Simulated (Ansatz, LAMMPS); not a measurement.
# A vacancy of O at several sites of glassy 84SiO2-16BaO (mol %) (71 atoms)

At which site of glassy 84SiO2-16BaO (mol %) (71 atoms) does a vacancy of O cost least, and what about the site decides it?

Calculated with Ansatz 0.2.0; Kohn-Sham DFT, LDA, PAW (set soft_1), plane waves.

### Step 1. The starting structure

The cell holds 71 atoms: 21 Si, 4 Ba and 46 O. Cell: a = 10.441 Å, b = 10.441 Å, c = 10.441 Å, α = 90.0°, β = 90.0°, γ = 90.0°. 71 atoms (21 Si, 4 Ba, 46 O) placed at random at 2.83 g/cm³, melted at 4000 K for 10 ps at fixed volume with the Morse and Coulomb pair potential with partial charges (Pedone, Malavasi, Menziani, Cormack and Segre, J. Phys. Chem. B 110, 11780 (2006)). Quenched from 4000 K to 300 K at 200 K/ps and fixed volume, held 10 ps at zero pressure, then minimised at fixed cell.

Limits known from the start: The quench rate of 200 K/ps is orders of magnitude faster than experiment, which tends to freeze in extra defects. The network of bonds at the start is that of the classical potential that made the cell, and needn't be the one that DFT or experiment would give. Sampling is at Γ alone, for a cell whose shortest periodic width is 10 Å. No spin–orbit coupling is included, so levels derived from the heavy atoms are approximate.

### Step 2. Single point at the start

The forces at the start show how far the geometry lies from a minimum of this functional.

input.yaml

```yaml
crystal:
  lattice:
    - [10.44078, 0.0, 0.0]
    - [0.0, 10.44078, 0.0]
    - [0.0, 0.0, 10.44078]
  atoms:
    - { symbol: Si, position: [0.29203, 0.45824, 0.12562] }
    - { symbol: Si, position: [0.22539, 0.88077, 0.86113] }
    - { symbol: Si, position: [0.96616, 0.51634, 0.56567] }
    - { symbol: Si, position: [0.05602, 0.09661, 0.25575] }
    - { symbol: Si, position: [0.32813, 0.18857, 0.21363] }
    - { symbol: Si, position: [0.91584, 0.68888, 0.11598] }
    - { symbol: Si, position: [0.32197, 0.82632, 0.41753] }
    - { symbol: Si, position: [0.27318, 0.91915, 0.15043] }
    - { symbol: Si, position: [0.18176, 0.31019, 0.6329] }
    - { symbol: Si, position: [0.92938, 0.00314, 0.50456] }
    - { symbol: Si, position: [0.46257, 0.72978, 0.82484] }
    - { symbol: Si, position: [0.37813, 0.11604, 0.49119] }
    - { symbol: Si, position: [0.891, 0.17325, 0.01689] }
    - { symbol: Si, position: [0.04036, 0.08743, 0.77134] }
    - { symbol: Si, position: [0.57492, 0.74534, 0.5563] }
    - { symbol: Si, position: [0.98766, 0.40801, 0.15191] }
    - { symbol: Si, position: [0.03307, 0.74391, 0.38332] }
    - { symbol: Si, position: [0.67667, 0.47266, 0.5219] }
    - { symbol: Si, position: [0.03339, 0.65724, 0.83038] }
    - { symbol: Si, position: [0.27856, 0.49362, 0.83796] }
    - { symbol: Si, position: [0.65027, 0.03184, 0.58916] }
    - { symbol: Ba, position: [0.58181, 0.63799, 0.2191] }
    - { symbol: Ba, position: [0.70868, 0.20752, 0.2925] }
    - { symbol: Ba, position: [0.55228, 0.27096, 0.83746] }
    - { symbol: Ba, position: [0.71952, 0.90686, 0.9399] }
    - { symbol: O, position: [0.83013, 0.45058, 0.55143] }
    - { symbol: O, position: [0.00526, 0.08375, 0.3979] }
    - { symbol: O, position: [0.7835, 0.06449, 0.51169] }
    - { symbol: O, position: [0.74146, 0.17416, 0.02717] }
    - { symbol: O, position: [0.59797, 0.42546, 0.63953] }
    - { symbol: O, position: [0.63325, 0.42053, 0.38861] }
    - { symbol: O, position: [0.62687, 0.88799, 0.53482] }
    - { symbol: O, position: [0.27526, 0.38246, 0.73387] }
    - { symbol: O, position: [0.0889, 0.41891, 0.5742] }
    - { symbol: O, position: [0.36782, 0.6111, 0.80193] }
    - { symbol: O, position: [0.56041, 0.73612, 0.70817] }
    - { symbol: O, position: [0.35416, 0.85781, 0.26558] }
    - { symbol: O, position: [0.01376, 0.7293, 0.23007] }
    - { symbol: O, position: [0.13601, 0.54684, 0.86135] }
    - { symbol: O, position: [0.52892, 0.73122, 0.95642] }
    - { symbol: O, position: [0.94249, 0.32979, 0.26929] }
    - { symbol: O, position: [0.36558, 0.3259, 0.17151] }
    - { symbol: O, position: [0.36606, 0.85537, 0.80879] }
    - { symbol: O, position: [0.39949, 0.15139, 0.34267] }
    - { symbol: O, position: [0.14308, 0.9663, 0.2223] }
    - { symbol: O, position: [0.52068, 0.11112, 0.55141] }
    - { symbol: O, position: [0.94585, 0.86042, 0.44655] }
    - { symbol: O, position: [0.18122, 0.77112, 0.42367] }
    - { symbol: O, position: [0.98969, 0.61494, 0.45185] }
    - { symbol: O, position: [0.32363, 0.96961, 0.4869] }
    - { symbol: O, position: [0.94951, 0.0968, 0.14327] }
    - { symbol: O, position: [0.32713, 0.44363, 0.97215] }
    - { symbol: O, position: [0.34109, 0.57984, 0.18663] }
    - { symbol: O, position: [0.98268, 0.01204, 0.64861] }
    - { symbol: O, position: [0.12244, 0.7815, 0.80325] }
    - { symbol: O, position: [0.95636, 0.69943, 0.96046] }
    - { symbol: O, position: [0.94103, 0.1005, 0.88915] }
    - { symbol: O, position: [0.17543, 0.19184, 0.2393] }
    - { symbol: O, position: [0.13754, 0.44495, 0.14157] }
    - { symbol: O, position: [0.96435, 0.60473, 0.70269] }
    - { symbol: O, position: [0.79206, 0.76841, 0.13812] }
    - { symbol: O, position: [0.902, 0.53622, 0.13463] }
    - { symbol: O, position: [0.08705, 0.22057, 0.71578] }
    - { symbol: O, position: [0.34401, 0.06368, 0.11996] }
    - { symbol: O, position: [0.66696, 0.04242, 0.73497] }
    - { symbol: O, position: [0.43616, 0.74624, 0.4822] }
    - { symbol: O, position: [0.23868, 0.86026, 0.01596] }
    - { symbol: O, position: [0.1655, 0.01719, 0.82967] }
    - { symbol: O, position: [0.95527, 0.31156, 0.02795] }
    - { symbol: O, position: [0.66088, 0.63296, 0.50624] }
    - { symbol: O, position: [0.27468, 0.21392, 0.55132] }
kpoints:
  mp_grid: { grid: [1, 1, 1] }
hamiltonian:
  xc: lda
  pseudopotentials: { kind: paw, azcp: { folder: soft_1 }, xc_functional: pbe }
scf:
  occupations: { method: fixed }
output:
  forces: true
```

Launch:

```console
> ansatz run input.yaml --threads 4 --pin off --max-ram 8192MiB --backend cpu --events-out ev --progress --plain --runs-dir out
```

Numbers of over 12 decimals in the logs are rounded to 6 here.

What it wrote:

```text
[...]
Pseudopotentials: kind: paw
Pseudopotential: Si, paw, valence charge 4, recommended cutoff 420 eV (normal), soft_1/Si.paw.azcp
Pseudopotential: Ba, paw, valence charge 10, recommended cutoff 420 eV (normal), soft_1/Ba.paw.azcp
Pseudopotential: O, paw, valence charge 6, recommended cutoff 420 eV (normal), soft_1/O.paw.azcp
[...]
Crystal: 71 atoms, lattice volume = 1138.148 Å³
Basis set: ecut = 420 eV, 22143 PW (Γ)
Bands: 271, of which v1, the nominal top of the filled ones, is band 200 counted from 1 (199 counted from 0)
Symmetry: 1 space group operations
Space group: P1 (ITA 1), of the structure as read, at distance tolerance 1.0e-4 Å
k-points: 1
[...]
Initial density: superposition of atomic densities (chi_scale 0.1, normalization cell, long waves 27 % of neutral atoms (reshape's long-wave potential 1.27 eV rms, cloud 2.81 Å wide))
Initial wavefunctions: pseudopotential atomic-orbital guess
[...]
SCF iter   1: F=—  HF=-61562.450419 eV  |F-HF|=—  |Δ(HF+E_count)|=         —  Δρ=9.30e-2  dr2=1.15e2  ethr=3.10e-3  ⟨swp⟩=8.0  Hψ=1030  notcnv=0  defer=68
preconditioner: auto → Resta (q_TF=auto, 2.292 Å⁻¹)  ε∞=3.0  [insulator: Δε(μ)=2.010 eV  Ē_g=15.555 eV  n_scr=250 (ndim 8)  ℏωp=21.8 eV  f_vac=0.085  ε∞_Penn≈3.0]
SCF iter   2: F=—  HF=-61530.152534 eV  |F-HF|=—  |Δ(HF+E_count)|=    3.23e1  Δρ=3.82e-2  dr2=1.85e1  ethr=3.10e-3  ⟨swp⟩=4.0  Hψ=626  notcnv=0  defer=68
SCF iter   3: F=—  HF=-61524.797114 eV  |F-HF|=—  |Δ(HF+E_count)|=    5.36e0  Δρ=1.57e-2  dr2=5.16e0  ethr=3.10e-3  ⟨swp⟩=3.0  Hψ=427  notcnv=0  defer=56
automatic band count: iteration 3 solves 259 bands in place of 271: the levels show a gap, and the empty bands left out lie too high to hold charge; the band table lists the bands solved (type scf.n_extra_bands for more)
SCF iter   4: F=—  HF=-61523.049761 eV  |F-HF|=—  |Δ(HF+E_count)|=    1.75e0  Δρ=8.38e-3  dr2=6.91e-1  ethr=1.29e-3  ⟨swp⟩=5.0  Hψ=378  notcnv=0  defer=57
SCF iter   5: F=—  HF=-61522.903707 eV  |F-HF|=—  |Δ(HF+E_count)|=   1.46e-1  Δρ=2.62e-3  dr2=1.01e-1  ethr=1.73e-4  ⟨swp⟩=3.0  Hψ=425  notcnv=0  defer=57
[...]
SCF iter  12: F=—  HF=-61522.906510 eV  |F-HF|=—  |Δ(HF+E_count)|=   9.83e-7  Δρ=7.36e-6  dr2=5.40e-7  ethr=4.05e-10  ⟨swp⟩=2.0  Hψ=386  notcnv=0  defer=57
SCF iter  13: F=-61522.906510 eV  HF=-61522.906510 eV  |F-HF|=2.56e-8  |Δ(HF+E_count)|=   3.92e-8  Δρ=2.02e-6  dr2=5.22e-8  ethr=2.50e-11  ⟨swp⟩=4.0  Hψ=1022  notcnv=0
SCF 1 converged in 13 iterations: F = -61522.906510 eV  dr2 = 5.22e-8
[...]
SCF converged after 13 iterations
Free energy (F): -61522.906510 eV
Harris-Foulkes:  -61522.906510 eV  (|F-HF|=2.56e-8)
Internal energy: -61522.906510 eV  (E = F + TS)
E sigma→0 (E₀):  -61522.906510 eV
Fermi energy:    3.223471 eV
--- Per-component energies (eV) ---
[...]
Σ components = -61522.906510   (vs F -61522.906510, Δ=0.00e0)
--- Forces (eV/Å), atoms counted from 1 ---
  atom   1  Si    -2.04997830    -1.11178805    -0.84154611
  atom   2  Si    -0.40287544    -1.27789728     0.67070319
  atom   3  Si     0.36457818     0.72496676     1.51285038
  atom   4  Si     2.03633696    -0.56158631    -1.98893286
[...]
atom  71  O      0.02798925     0.46043441     0.26520156
  max |Σ_I F_I| component: 1.11e-4 eV/Å
```

Elapsed: 9 s, on 4 threads of Arm Neoverse V1, shared host; peak memory 1 GiB; 34 s of CPU time.

The r.m.s. force at the start is 0.93 eV/Å.

### Step 3. Relaxation

With the cell held, the atoms are moved downhill towards a nearby minimum.

input.yaml

```yaml
crystal:
  lattice:
    - [10.44078, 0.0, 0.0]
    - [0.0, 10.44078, 0.0]
    - [0.0, 0.0, 10.44078]
  atoms:
    [... the 71 atom lines of step 2 ...]
kpoints:
  mp_grid: { grid: [1, 1, 1] }
hamiltonian:
  xc: lda
  pseudopotentials: { kind: paw, azcp: { folder: soft_1 }, xc_functional: pbe }
scf:
  occupations: { method: fixed }
output:
  forces: true
relax:
  f_tol: 0.05
  max_steps: 120
```

What it wrote:

```text
[...]
Crystal: 71 atoms, lattice volume = 1138.148 Å³
Basis set: ecut = 420 eV, 22143 PW (Γ)
Bands: 271, of which v1, the nominal top of the filled ones, is band 200 counted from 1 (199 counted from 0)
Symmetry: 1 space group operations
[...]
k-points: 1
[...]
SCF iter   1: F=—  HF=-61562.450416 eV  |F-HF|=—  |Δ(HF+E_count)|=         —  Δρ=9.30e-2  dr2=1.15e2  ethr=3.10e-3  ⟨swp⟩=8.0  Hψ=1030  notcnv=0  defer=68
[...]
SCF iter  10: F=-61522.906508 eV  HF=-61522.906502 eV  |F-HF|=5.19e-6  |Δ(HF+E_count)|=   3.14e-6  Δρ=2.51e-5  dr2=8.58e-6  ethr=1.56e-8  ⟨swp⟩=3.0  Hψ=973  notcnv=0
SCF 1 converged in 10 iterations: F = -61522.906508 eV  dr2 = 8.58e-6
[...]
relax step   1: F+E_penalty+E_count = -61522.90650767 eV  Δ(F+E_penalty+E_count) = +0.000e0 eV  max|allowed force component| = 3.376e0 eV/Å  Δτ_max = 0.0000 Å  (10 SCF iters, dr2 threshold 6.25e-5 eV, accepted)
[... from here on, the SCF cycles and remarks between the steps are left out ...]
relax step   2: F+E_penalty+E_count = -61524.76842214 eV  Δ(F+E_penalty+E_count) = -1.862e0 eV  max|allowed force component| = 2.743e0 eV/Å  Δτ_max = 0.1976 Å  (6 SCF iters, dr2 threshold 1.00e-4 eV, accepted)
relax step   3: F+E_penalty+E_count = -61525.90546683 eV  Δ(F+E_penalty+E_count) = -1.137e0 eV  max|allowed force component| = 1.065e0 eV/Å  Δτ_max = 0.1946 Å  (6 SCF iters, dr2 threshold 1.00e-4 eV, accepted)
relax step   4: F+E_penalty+E_count = -61526.26573275 eV  Δ(F+E_penalty+E_count) = -3.603e-1 eV  max|allowed force component| = 6.800e-1 eV/Å  Δτ_max = 0.2000 Å  (6 SCF iters, dr2 threshold 1.00e-4 eV, accepted)
relax step   5: F+E_penalty+E_count = -61526.47389397 eV  Δ(F+E_penalty+E_count) = -2.082e-1 eV  max|allowed force component| = 8.249e-1 eV/Å  Δτ_max = 0.1538 Å  (6 SCF iters, dr2 threshold 6.96e-5 eV, accepted)
relax step   6: F+E_penalty+E_count = -61526.79985313 eV  Δ(F+E_penalty+E_count) = -3.260e-1 eV  max|allowed force component| = 7.565e-1 eV/Å  Δτ_max = 0.2000 Å  (7 SCF iters, dr2 threshold 1.00e-4 eV, accepted)
relax step   7: F+E_penalty+E_count = -61527.02132651 eV  Δ(F+E_penalty+E_count) = -2.215e-1 eV  max|allowed force component| = 7.844e-1 eV/Å  Δτ_max = 0.1948 Å  (6 SCF iters, dr2 threshold 1.00e-4 eV, accepted)
relax step   8: F+E_penalty+E_count = -61527.08701800 eV  Δ(F+E_penalty+E_count) = -6.569e-2 eV  max|allowed force component| = 3.013e-1 eV/Å  Δτ_max = 0.0764 Å  (5 SCF iters, dr2 threshold 1.00e-4 eV, accepted)
relax step   9: F+E_penalty+E_count = -61527.16144457 eV  Δ(F+E_penalty+E_count) = -7.443e-2 eV  max|allowed force component| = 2.430e-1 eV/Å  Δτ_max = 0.2000 Å  (7 SCF iters, dr2 threshold 1.34e-5 eV, accepted)
relax step  10: F+E_penalty+E_count = -61527.19055330 eV  Δ(F+E_penalty+E_count) = -2.911e-2 eV  max|allowed force component| = 2.895e-1 eV/Å  Δτ_max = 0.2000 Å  (8 SCF iters, dr2 threshold 8.72e-6 eV, accepted)
relax step  11: F+E_penalty+E_count = -61527.23546091 eV  Δ(F+E_penalty+E_count) = -4.491e-2 eV  max|allowed force component| = 1.938e-1 eV/Å  Δτ_max = 0.1581 Å  (6 SCF iters, dr2 threshold 5.45e-5 eV, accepted)
relax step  12: F+E_penalty+E_count = -61527.24945919 eV  Δ(F+E_penalty+E_count) = -1.400e-2 eV  max|allowed force component| = 1.451e-1 eV/Å  Δτ_max = 0.2000 Å  (7 SCF iters, dr2 threshold 1.68e-5 eV, accepted)
relax step  13: F+E_penalty+E_count = -61527.26434367 eV  Δ(F+E_penalty+E_count) = -1.488e-2 eV  max|allowed force component| = 4.850e-2 eV/Å  Δτ_max = 0.0599 Å  (6 SCF iters, dr2 threshold 9.44e-6 eV, accepted)
relax step  14: F+E_penalty+E_count = -61527.26434643 eV  Δ(F+E_penalty+E_count) = -2.756e-6 eV  max|allowed force component| = 4.830e-2 eV/Å  Δτ_max = 0.0000 Å  (5 SCF iters, accepted)
SCF converged after 5 iterations
Free energy (F): -61527.264346 eV
[...]
Internal energy: -61527.264346 eV  (E = F + TS)
E sigma→0 (E₀):  -61527.264346 eV
Fermi energy:    2.638463 eV
[...]
--- Forces (eV/Å), atoms counted from 1 ---
  atom   1  Si    -0.02694396     0.00208488    -0.01526599
  atom   2  Si     0.00085438    -0.01633347     0.00495372
  atom   3  Si     0.00461732    -0.02101763     0.00132921
  atom   4  Si    -0.00360313    -0.01831740     0.00159009
  atom   5  Si     0.00938077     0.00039426    -0.01111298
  atom   6  Si     0.03139450     0.00642914    -0.03853598
  atom   7  Si     0.01414826     0.02443436     0.00308836
  atom   8  Si     0.00937159     0.02407012    -0.00615770
  atom   9  Si    -0.00831575    -0.00763858    -0.00246655
  atom  10  Si    -0.01702536     0.01624863    -0.01134815
  atom  11  Si    -0.04825125    -0.04497829    -0.01540774
  atom  12  Si    -0.00431114    -0.01268944    -0.01137166
  atom  13  Si     0.04830317     0.02311184     0.00774086
  atom  14  Si     0.03099120    -0.00382480     0.01585847
[...]
atom  70  O     -0.00368473     0.00560528     0.00972413
  atom  71  O     -0.01970019     0.00968540     0.00981094
  max |Σ_I F_I| component: 1.10e-4 eV/Å
--- Relaxed structure (14 steps of the walk, 14 accepted, 0 SCFs on fresh bases) ---
  F+E_penalty+E_count = -61527.26434643 eV   max|allowed force component| = 4.830e-2 eV/Å
  atoms:
    - { symbol: Si, position: [0.316558, 0.427665, 0.098087] }
    - { symbol: Si, position: [0.210367, 0.881675, 0.878227] }
    - { symbol: Si, position: [0.966912, 0.526087, 0.579917] }
    - { symbol: Si, position: [0.049162, 0.131094, 0.248944] }
[...]
- { symbol: O, position: [0.278074, 0.225994, 0.547388] }
```

Run time: 70 s. Hardware: 4 threads; peak memory 1 GiB; 4.4 min of CPU time.

The relaxation converged after 14 steps, 4.36 eV below its start, with a largest force component of 0.048 eV/Å.

(Part 1 of 3 ends here.)

[Logs are printed without paths, hosts, clocks, repeated set-up lines and the standing remarks that a program may print on its own settings, such as how far it seeks lower states.]

[Hosts, paths, dates, database ids (printed as entryN), source tags and the programs' standing remarks are cut or masked in the printed files.]
